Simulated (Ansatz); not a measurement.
# Converging the plane-wave cutoff for random rock-salt alloy of NbC and TiC in a Python loop

A convergence test: the same geometry at several values of the plane-wave cutoff.

Calculated with Ansatz 0.2.0; Kohn-Sham DFT, PBE, PAW, plane waves.

### 1. The structure

The cell holds 64 atoms: 20 Ti, 32 C and 12 Nb. Cell: a = 8.762 Å, b = 8.762 Å, c = 8.762 Å, α = 90.0°, β = 90.0°, γ = 90.0°. Rock-salt NbC, 2 x 2 x 2 conventional cells, 20 of 32 Nb sites given to Ti at random (x = 0.625), lattice by Vegard's rule (a = 4.381 A); not relaxed, displaced by a Gaussian of 0.02 A.

### 2. Script and output

ASE makes the structure inside the script; the seeds are typed, so the same atoms come back each time. The 2×2×2 mesh is chosen so that along the periodic directions points times cell width come to 17.5 Å or more. A smearing of 0.05 eV is typed, narrow for a metal. The highest cutoff serves as the reference; forces are the test that matters for later relaxations, while absolute energies converge more slowly and partly cancel in differences.

scan.py reads:

```python
import time
import numpy as np
from ase.build import bulk
import ansatz as az

u = bulk('NbC', 'rocksalt', a=4.3812, cubic=True)
atoms = u.repeat([2, 2, 2])
rng = np.random.default_rng(40101)
sites = rng.permutation([a.index for a in atoms if a.symbol == 'Nb'])
new = ['Ti'] * 20
for k, e in zip(sites, new): atoms[k].symbol = e
atoms.rattle(0.02, seed=40101)
atoms.wrap()
print(f"{len(atoms)} atoms ({atoms.get_chemical_formula()}), volume {atoms.get_volume():.1f} A^3")

base = (
    az.Crystal.from_ase(atoms)
    .calculation()
    .functional("pbe")
    .kpoints(2, 2, 2)
    .occupations("fermi_dirac", width=0.05)
    .forces()
    .band_table()
)

def gap_of(report):
    e = np.concatenate(report["eigenvalues_ev"]); f = np.concatenate(report["occupations"])
    f = f / f.max()  # a half-filled level counts on both sides, so the gap is then zero
    return e[f > 0.3].max(), e[f < 0.7].min()

rows = []
for cutoff in [200, 250, 300, 350, 420, 500, 600]:
    start = time.time()
    try:
        r = base.basis(cutoff).run(threads=4).report
    except az.AnsatzError as error:
        print(cutoff, 'failed:', str(error)[:110])
        continue
    homo, lumo = gap_of(r)
    rows.append((cutoff, r['free_energy_ev'] / len(atoms), np.array(r['forces_ev_ang']), max(lumo - homo, 0), np.nan, r['n_iterations'], time.time() - start))
    print(cutoff, f"F = {r['free_energy_ev']:.4f} eV, {r['n_iterations']} iterations, {time.time() - start:.0f} s", flush=True)

ref = rows[-1]
scale = np.sqrt(np.mean(ref[2] ** 2))
print(f"r.m.s. force of the reference: {scale:.3f} eV/A")
print("  cutoff  dE (meV/atom)  dF rms (meV/A)  dF (%)  gap (eV)  iter  time (s)")
for name, e, f, gap, p, n, t in rows:
    df = np.sqrt(np.mean((f - ref[2]) ** 2))
    print(f"{str(name):>8s} {1000 * (e - ref[1]):14.2f} {1000 * df:15.2f} {100 * df / scale:7.2f} {gap:9.3f} {n:5d} {t:9.1f}")
```

Launch:

```sh
python scan.py
```

Log:

```text
64 atoms (C32Nb12Ti20), volume 672.8 A^3
DeckWarning: basis.ecutwfc = 200 eV is below the records' recommended 420 eV, and the density's cutoff is lower with it unless basis.ecutrho_ratio is high enough to keep the records' density cutoff: compare with a run at a higher cutoff
200 F = -112525.1697 eV, 10 iterations, 25 s
DeckWarning: basis.ecutwfc = 250 eV is below the records' recommended 420 eV, and the density's cutoff is lower with it unless basis.ecutrho_ratio is high enough to keep the records' density cutoff: compare with a run at a higher cutoff
250 F = -112655.1594 eV, 8 iterations, 24 s
DeckWarning: basis.ecutwfc = 300 eV is below the records' recommended 420 eV, and the density's cutoff is lower with it unless basis.ecutrho_ratio is high enough to keep the records' density cutoff: compare with a run at a higher cutoff
300 F = -112689.7843 eV, 8 iterations, 31 s
DeckWarning: basis.ecutwfc = 350 eV is below the records' recommended 420 eV, and the density's cutoff is lower with it unless basis.ecutrho_ratio is high enough to keep the records' density cutoff: compare with a run at a higher cutoff
350 F = -112696.2824 eV, 7 iterations, 35 s
420 F = -112697.3233 eV, 7 iterations, 41 s
500 F = -112697.4333 eV, 7 iterations, 50 s
RunWarning: concurrent solve slots capped 4 → 2: at 4 slots the entry's largest phase would hold 7.99 GiB against the 7.20 GiB of host memory that it is priced against; at 2 slots it would hold 5.27 GiB; 3 slots would fit too [...]
600 F = -112697.4538 eV, 7 iterations, 64 s
r.m.s. force of the reference: 0.380 eV/A
  cutoff  dE (meV/atom)  dF rms (meV/A)  dF (%)  gap (eV)  iter  time (s)
     200        2691.94          159.83   42.11     0.000    10      25.3
     250         660.85           70.19   18.49     0.000     8      23.8
     300         119.84            7.97    2.10     0.000     8      31.2
     350          18.30            2.01    0.53     0.000     7      34.9
     420           2.04            0.13    0.03     0.000     7      40.6
     500           0.32            0.05    0.01     0.000     7      50.4
     600           0.00            0.00    0.00     0.000     7      64.0
```

It took 4.5 min on 4 threads of Arm Neoverse V1, shared host; peak memory 5.7 GiB.

### 3. Results

```json
{
  "reference run": "600, 64 s",
  "r.m.s. force component of the reference": "0.380 eV/Å",
  "largest r.m.s. force difference": "160 meV/Å (200)",
  "smallest r.m.s. force difference": "0.0500 meV/Å (500)",
  "energy differences": "0.321 to 2692 meV/atom"
}
```

What this shows: The cheapest setting whose forces lie within 1 % of the reference is 350 eV, at 0.55 times the reference's time. Bands overlap or touch in every run, so the cell is a metal at this level and any non-zero gap printed is a spacing between sampled levels. A metal needs a dense mesh, and this one wasn't tested. Notices that the program raised in these runs, those on memory apart: cutoff below recommended.

[Logs are printed without paths, hosts, clocks, repeated set-up lines and the standing remarks that a program may print on its own settings, such as how far it seeks lower states.]

[Hosts, paths, dates, database ids (printed as entryN), source tags and the programs' standing remarks are cut or masked in the printed files.]

[Scripts of this kind were picked in part by their result: those with far moves, changed bonds, near-zero gaps or large misses at database cells are mostly left out.]
